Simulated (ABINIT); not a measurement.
# TiO2 (Anatase): a self-consistent loop beyond G0W0, cycle by cycle

Aim: iterate the self-energy on TiO2 (Anatase) and follow the gap from cycle to cycle.

Main program and level: ABINIT 10.8.3; LDA and many-body steps on it, plane waves.

**Experimental background.**

- Gap 3.2 eV: optical gap from Kubelka-Munk analysis; UV-vis diffuse reflectance; powder (commercial anatase powder, bare and with 0.1 wt% metal loading, all similar) (“Insight into the Roles of Metal Loading on CO2 Photocatalytic Reduction Behaviors of TiO2”, 2022, pmc:8839550).

- Gap 3.3 eV: optical gap from absorption; UV-vis absorption; film (pristine sol-gel film on ITO) (“Hydrogen induced interface engineering in Fe2O3–TiO2 heterostructures for efficient charge separation for solar-driven water oxidation in photoelectrochemical cells”, 2021, pmc:8694353).

- Gap 3.87 eV: direct optical gap from Tauc plot; UV-vis absorption, Tauc plot; film (thin TiO2 layer grown by atomic layer deposition) (“Development of 2-in-1 Sensors for the Safety Assessment of Lithium-Ion Batteries via Early Detection of Vapors Produced by Electrolyte Solvents”, 2023, pmc:10251352).

- Gap 3.17 eV: gap from valence band edge and flat band potential; valence-band XPS and Mott-Schottky plots; film (“Enhancement of Titania Photoanode Performance by Sandwiching Copper between Two Titania Layers”, 2020, pmc:7579609).

- Gap 3.98 eV: direct quasiparticle gap around Gamma; experiment quoted from earlier work; bulk crystal (anatase, value from earlier experiment) (quoted in “Giant exciton Mott density in anatase TiO2”, 2020, arxiv:2007.10051).

This is a selection; 13 further reports are not listed.

### 1. Starting point

It takes space group I4_1/amd (No. 141, tetragonal). The conventional cell has a = 3.784 Å, b = 3.784 Å, c = 9.515 Å, α = 90.00°, β = 90.00°, γ = 90.00°. Nearest to Ti lie 6 O at 1.93 to 1.98 Å. Nearest to O lie 3 Ti at 1.93 to 1.98 Å. Farther neighbours and most contacts between anions are not listed.

As a file:

```cif
data_structure
_symmetry_space_group_name_H-M 'I4_1/amd:1'
_symmetry_Int_Tables_number 141
_cell_length_a 3.7842
_cell_length_b 3.7842
_cell_length_c 9.5146
_cell_angle_alpha 90.000
_cell_angle_beta 90.000
_cell_angle_gamma 90.000
_cell_volume 136.25
loop_
_atom_site_label
_atom_site_type_symbol
_atom_site_symmetry_multiplicity
_atom_site_Wyckoff_symbol
_atom_site_fract_x
_atom_site_fract_y
_atom_site_fract_z
_atom_site_occupancy
Ti1 Ti 4 a 0.00000 0.00000 0.00000 1
O1 O 8 e 0.00000 0.00000 0.20810 1
```

The cell and positions come from the Crystallography Open Database and are kept as given unless a step says otherwise.

### 2. Empty states on the mesh, 4×4×4 mesh, 127 bands

This step: ABINIT 10.8.3; DFT, LDA, plane waves, norm-conserving pseudopotentials.

The sums over transitions need many empty states on a uniform mesh; this step solves for them.

run.abi reads:

```
acell 3*1.0 Angstrom
rprim 
  -1.892100000000 1.892100000000 4.757300000000
  1.892100000000 -1.892100000000 4.757300000000
  1.892100000000 1.892100000000 -4.757300000000
ntypat 2
znucl 22 8
natom 6
typat 1 1 2 2 2 2
xred 
  0.000000000000 0.000000000000 0.000000000000
  0.750000000000 0.250000000000 0.500000000000
  0.208100000000 0.208100000000 0.000000000000
  0.958100000000 0.458100000000 0.500000000000
  0.541900000000 0.041900000000 0.500000000000
  0.791900000000 0.791900000000 0.000000000000
pp_dirpath "pseudos"
pseudos "Ti.upf, O.upf"
ecut 38
ngkpt 4 4 4
nshiftk 1
shiftk 0 0 0
kptopt 1
chksymbreak 0
iscf -2
irdden 1
istwfk *1
nband 127
nbdbuf 10
tolwfr 1e-09
nstep 60
prtvol 0
indata_prefix "in"
outdata_prefix "out"
tmpdata_prefix "tmp"
```

The run is started by

```sh
$ OMP_NUM_THREADS=1 mpirun -n 4 abinit run.abi > log
```

Numbers of over 12 decimals in the logs are rounded to 6 here.

Log:

```text
.Version 10.8.3 of ABINIT. v10.8.2 released Aug 2026.

 Symmetries : space group I4_1/a m d (#141); Bravais tI (body-center tetrag.)
[... echo of the input left out ...]
== DATASET  1 ==================================================================
-   mpi_nproc: 4, omp_nthreads: 1 (-1 if OMP is not activated)

--- !DatasetInfo
iteration_state: {dtset: 1, }
dimensions: {natom: 6, nkpt: 13, mband: 127, nsppol: 1, nspinor: 1, nspden: 1, mpw: 5174, }
cutoff_energies: {ecut:  38.0, pawecutdg:  -1.0, }
[...]
2.22915    2.22915    2.23957    2.23957    2.26042    2.29437    2.29882    2.33148
   2.33148    2.33693    2.36049    2.36049    2.38321    2.38327    2.41473    2.42789
   2.43972    2.43972    2.51444    2.55664    2.59210    2.61078    2.61308
 prteigrs : prtvol=0 or 1, do not print more k-points.

== END DATASET(S) ==============================================================
================================================================================

 -outvars: echo values of variables after computation  --------
            nband         127
             nkpt          13
          spgroup         141
 [... the other variables as echoed above ...]

 Calculation completed.
```

The job ended after 1.8 min (4 MPI ranks of Arm Neoverse V1, shared host; peak memory 0.47 GiB; 7.3 min of CPU time).

This step gave:

```yaml
gap: 2.087 eV
k_of_the_valence_top: 0.5, 0.5, 0
k_of_the_conduction_bottom: 0, 0, 0
least_direct_gap: 2.398 eV
k_points_computed: 13
lowest_point_of_the_top_converged_band_above_the_valence_top: 61.1704 eV
```

On this mesh the gap is 2.087 eV.

The density comes from a self-consistent run that is not shown.

### 3. Screening, 4×4×4 mesh, 117 bands, screening to 106.1 eV

The RPA dielectric matrix is built and inverted for each q.

This step: RPA screening on LDA, plane waves, norm-conserving pseudopotentials.

run.abi: that of step 2 with these lines changed.

```diff
@@ -24,10 +24,11 @@
 chksymbreak 0
-iscf -2
-irdden 1
 istwfk *1
-nband 127
-nbdbuf 10
-tolwfr 1e-09
-nstep 60
-prtvol 0
+occopt 1
+irdwfk 1
+optdriver 3
+nband 117
+ecuteps 3.9
+inclvkb 2
+awtr 1
+symchi 1
 indata_prefix "in"
```

Log:

```text
.Version 10.8.3 of ABINIT. v10.8.2 released Aug 2026.

 Symmetries : space group I4_1/a m d (#141); Bravais tI (body-center tetrag.)
[... echo of the input left out ...]
== DATASET  1 ==================================================================
-   mpi_nproc: 4, omp_nthreads: 1 (-1 if OMP is not activated)

--- !DatasetInfo
iteration_state: {dtset: 1, }
dimensions: {natom: 6, nkpt: 13, mband: 117, nsppol: 1, nspinor: 1, nspden: 1, mpw: 5174, }
cutoff_energies: {ecut:  38.0, pawecutdg:  -1.0, }
electrons: {nelect:   4.80000000E+01, charge:   0.00000000E+00, occopt:   1.00000000E+00, tsmear:   1.00000000E-02, }

 SCREENING: Calculation of the susceptibility and dielectric matrices

 Based on a program developped by R.W. Godby, V. Olevano, G. Onida, and L. Reining.
 Incorporated in ABINIT by V. Olevano, G.-M. Rignanese, and M. Torrent.
.Using double precision arithmetic ; gwpc =  8

[... cell and pseudopotentials left out ...]
--------------------------------------------------------------------------------

 ==== K-mesh for the wavefunctions ====
 Number of points in the irreducible wedge :    13
[... list of points left out ...]
 Together with 16 symmetry operations and time-reversal symmetry
 yields    64 points in the full Brillouin Zone.

 ==== Q-mesh for the screening function ====
 Number of points in the irreducible wedge :    13
[... list of points left out ...]
 Together with 16 symmetry operations and time-reversal symmetry
 yields    64 points in the full Brillouin Zone.

 setmesh: FFT mesh size selected  =    72x   72x   72
          total number of points  =       373248

 vcoul_init : cutoff-mode = AUXILIARY_FUNCTION
 q-points for optical limit:   1
     1)      0.000010    0.000020    0.000030

- screening: taking advantage of time-reversal symmetry
- Maximum band index for partially occupied states nbvw = 24
- Remaining bands to be divided among processors   nbcw = 93
- Number of bands treated by each node ~23

 Number of electrons calculated from density =   48.0000; Expected =   48.0000
 average of density, n =  0.104409
 r_s =    1.3174
 omega_plasma =   31.1690 [eV]

 calculating chi0 at frequencies [eV] :
  1    0.000000E+00    0.000000E+00
  2    0.000000E+00    3.116905E+01

--------------------------------------------------------------------------------
  q-point number  1        q = ( 0.000000, 0.000000, 0.000000) [r.l.u.]
--------------------------------------------------------------------------------
[... chi0 elements left out ...]
 For q-point:  0.000010 0.000020 0.000030
  dielectric constant =   7.0066
  dielectric constant without local fields =   7.2967

  Average fulfillment of the sum rule on Im[epsilon] for q-point    1 :     56.24  [%]
[... wings left out ...]
  q-point number  2        q = ( 0.250000, 0.000000, 0.000000) [r.l.u.]
--------------------------------------------------------------------------------
[... chi0 elements left out ...]
  Average fulfillment of the sum rule on Im[epsilon] for q-point    2 :     66.07  [%]

 [... 11 further q-points ...]
```

It took 27 min on 4 MPI ranks; peak memory 15 GiB.

Numbers from this step:

| Property | Result |
| --- | --- |
| ε∞ with local fields, on this mesh, along the program's q direction | 7.007 |
| the same without local fields | 7.297 |
| plasma frequency | 31.17 eV |
| plane waves in the screening matrix | 171 |

Local fields lower ε∞ by 4 %.

### 4. G0W0

The self-energy is evaluated for the states that the input lists, and the levels follow from it, in one-shot runs by the linearised quasiparticle equation.

This step: G0W0 on LDA, plane waves, norm-conserving pseudopotentials.

run.abi: that of step 3 with these lines changed.

```diff
@@ -27,8 +27,23 @@
 irdwfk 1
-optdriver 3
+optdriver 4
 nband 117
+gwcalctyp 0
+ecutsigx 38
+symsigma 1
+nkptgw 5
+kptgw 
+  0.5000000000 0.5000000000 0.0000000000
+  0.0000000000 0.0000000000 0.0000000000
+  -0.2500000000 -0.2500000000 0.2500000000
+  0.5000000000 0.0000000000 0.0000000000
+  0.5000000000 0.5000000000 0.5000000000
+bdgw 
+  23 26
+  23 26
+  23 26
+  23 26
+  23 26
 ecuteps 3.9
-inclvkb 2
-awtr 1
-symchi 1
+irdscr 1
+ppmodel 1
 indata_prefix "in"
```

Log:

```text
.Version 10.8.3 of ABINIT. v10.8.2 released Aug 2026.

 Symmetries : space group I4_1/a m d (#141); Bravais tI (body-center tetrag.)
[... echo of the input left out ...]
== DATASET  1 ==================================================================
-   mpi_nproc: 4, omp_nthreads: 1 (-1 if OMP is not activated)

--- !DatasetInfo
iteration_state: {dtset: 1, }
dimensions: {natom: 6, nkpt: 13, mband: 117, nsppol: 1, nspinor: 1, nspden: 1, mpw: 5174, }
cutoff_energies: {ecut:  38.0, pawecutdg:  -1.0, }
electrons: {nelect:   4.80000000E+01, charge:   0.00000000E+00, occopt:   1.00000000E+00, tsmear:   1.00000000E-02, }

 SIGMA: Calculation of the GW corrections

 Based on a program developped by R.W. Godby, V. Olevano, G. Onida, and L. Reining.
 Incorporated in ABINIT by V. Olevano, G.-M. Rignanese, and M. Torrent.
.Using double precision arithmetic ; gwpc =  8

[... cell and pseudopotentials left out ...]
--------------------------------------------------------------------------------

 ==== K-mesh for the wavefunctions ====
 Number of points in the irreducible wedge :    13
[... list of points left out ...]
 Together with 16 symmetry operations and time-reversal symmetry
 yields    64 points in the full Brillouin Zone.

 ==== Q-mesh for screening function ====
 Number of points in the irreducible wedge :    13
[... list of points left out ...]
 Together with 16 symmetry operations and time-reversal symmetry
 yields    64 points in the full Brillouin Zone.

 vcoul_init : cutoff-mode = AUXILIARY_FUNCTION
 q-points for optical limit:   1
     1)      0.000010    0.000020    0.000030
 setmesh: FFT mesh size selected  =    72x   72x   72
          total number of points  =       373248

 Number of electrons calculated from density =   48.0000; Expected =   48.0000
 average of density, n =  0.104409
 r_s =    1.3174
 omega_plasma =   31.1690 [eV]

 === KS Band Gaps ===
  >>>> For spin  1
   Minimum direct gap =   2.3976 [eV], located at k-point      :  -0.2500 -0.2500  0.2500
   Fundamental gap    =   2.0872 [eV], Top of valence bands at :   0.5000  0.5000  0.0000
                                       Bottom of conduction at :   0.0000  0.0000  0.0000
 SIGMA fundamental parameters:
 PLASMON POLE MODEL  1
 number of plane-waves for SigmaX                 5117
 number of plane-waves for SigmaC and W            171
 number of plane-waves for wavefunctions          5117
 number of bands                                   117
 number of independent spin polarizations            1
 number of spinorial components                      1
 number of k-points in IBZ                          13
 number of q-points in IBZ                          13
 number of symmetry operations                      16
 number of k-points in BZ                           64
 number of q-points in BZ                           64
 number of frequencies for dSigma/dE                 9
 frequency step for dSigma/dE [eV]                0.25
 number of omega for Sigma on real axis              0
 max omega for Sigma on real axis  [eV]           0.00
 zcut for avoiding poles [eV]                     0.10

 EPSILON^-1 parameters (SCR file):
 dimension of the eps^-1 matrix on file            171
 dimension of the eps^-1 matrix used               171
 number of plane-waves for wavefunctions          5117
 number of bands                                   117
 number of q-points in IBZ                          13
 number of frequencies                               2
 number of real frequencies                          1
 number of imag frequencies                          1

 matrix elements of self-energy operator (all in [eV])

 Perturbative Calculation

--- !SelfEnergy_ee
iteration_state: {dtset: 1, }
kpoint     : [   0.500,    0.500,    0.000, ]
spin       : 1
KS_gap     :    3.368
QP_gap     :    5.207
Delta_QP_KS:    1.839
data: !SigmaeeData |
     Band     E0 <VxcDFT>   SigX SigC(E0)      Z dSigC/dE  Sig(E)    E-E0       E
       23   3.680 -19.832 -24.657   4.866   0.765  -0.308 -19.800   0.031   3.711
       24   3.680 -19.832 -24.657   4.866   0.765  -0.308 -19.800   0.031   3.711
       25   7.048 -20.883 -12.438  -6.023   0.772  -0.295 -19.012   1.870   8.918
       26   7.048 -20.883 -12.438  -6.023   0.772  -0.295 -19.012   1.870   8.918

--- !SelfEnergy_ee
iteration_state: {dtset: 1, }
kpoint     : [   0.000,    0.000,    0.000, ]
spin       : 1
KS_gap     :    2.524
QP_gap     :    4.235
Delta_QP_KS:    1.710
data: !SigmaeeData |
     Band     E0 <VxcDFT>   SigX SigC(E0)      Z dSigC/dE  Sig(E)    E-E0       E
       23   3.243 -19.317 -24.266   4.914   0.764  -0.310 -19.343  -0.026   3.217
       24   3.243 -19.317 -24.266   4.914   0.764  -0.310 -19.343  -0.026   3.217
[...]
--- !SelfEnergy_ee
iteration_state: {dtset: 1, }
kpoint     : [  -0.250,   -0.250,    0.250, ]
spin       : 1
KS_gap     :    2.398
QP_gap     :    4.074
Delta_QP_KS:    1.677
data: !SigmaeeData |
     Band     E0 <VxcDFT>   SigX SigC(E0)      Z dSigC/dE  Sig(E)    E-E0       E
[...]
--- !SelfEnergy_ee
iteration_state: {dtset: 1, }
kpoint     : [   0.500,    0.000,    0.000, ]
spin       : 1
KS_gap     :    3.847
QP_gap     :    5.693
Delta_QP_KS:    1.846
data: !SigmaeeData |
     Band     E0 <VxcDFT>   SigX SigC(E0)      Z dSigC/dE  Sig(E)    E-E0       E
[...]
--- !SelfEnergy_ee
iteration_state: {dtset: 1, }
kpoint     : [   0.500,    0.500,    0.500, ]
spin       : 1
KS_gap     :    2.551
QP_gap     :    4.268
Delta_QP_KS:    1.717
data: !SigmaeeData |
     Band     E0 <VxcDFT>   SigX SigC(E0)      Z dSigC/dE  Sig(E)    E-E0       E
[...]
24   3.590 -20.206 -25.004   4.842   0.767  -0.303 -20.172   0.034   3.624
       25   6.141 -19.805 -11.886  -5.683   0.783  -0.277 -18.054   1.751   7.892
       26   6.141 -19.805 -11.886  -5.683   0.783  -0.277 -18.054   1.751   7.892

== END DATASET(S) ==============================================================
================================================================================

 -outvars: echo values of variables after computation  --------
           etotal      0.0000000000E+00
            nband         117
             nkpt          13
          spgroup         141
 [... the other variables as echoed above ...]

 Calculation completed.
```

Run time: 82 s. Hardware: 4 MPI ranks; peak memory 10 GiB; 5.4 min of CPU time.

This step gave:

```yaml
g0w0_gap_on_the_mesh: 3.740 eV
starting_gap_on_the_mesh: 2.087 eV
k_of_the_valence_top: 0.5, 0.5, 0
k_of_the_conduction_bottom: 0, 0, 0
z_at_the_valence_top: 0.765
z_at_the_conduction_bottom: 0.788
least_direct_g0w0_gap_on_the_computed_points: 4.074 eV
```

The gap on the mesh goes from 2.09 eV to 3.74 eV, a correction of +1.65 eV.

(Continued in part 2 of 2.)

[Paths, hosts, dates, memory and timing lines, banners, echoed tables and standing remarks are left out of the program output.]

[Logs are printed without paths, hosts, clocks, repeated set-up lines and the standing remarks that a program may print on its own settings, such as how far it seeks lower states.]

[Runs of the session that timed out or met a known fault of the program may be left out.]

[Hosts, paths, dates, database ids (printed as entryN), source tags and the programs' standing remarks are cut or masked in the printed files.]

[G0W0 gaps are taken among the corrected bands and points alone; a level outside them can change the order at an edge.]

[Where Ansatz stands beside ABINIT at settings called matched, ABINIT's density can come from a denser mesh and the files from another edition; pairs whose starting gaps differed by over 0.03 eV were left out, so agreement reads better than it is.]
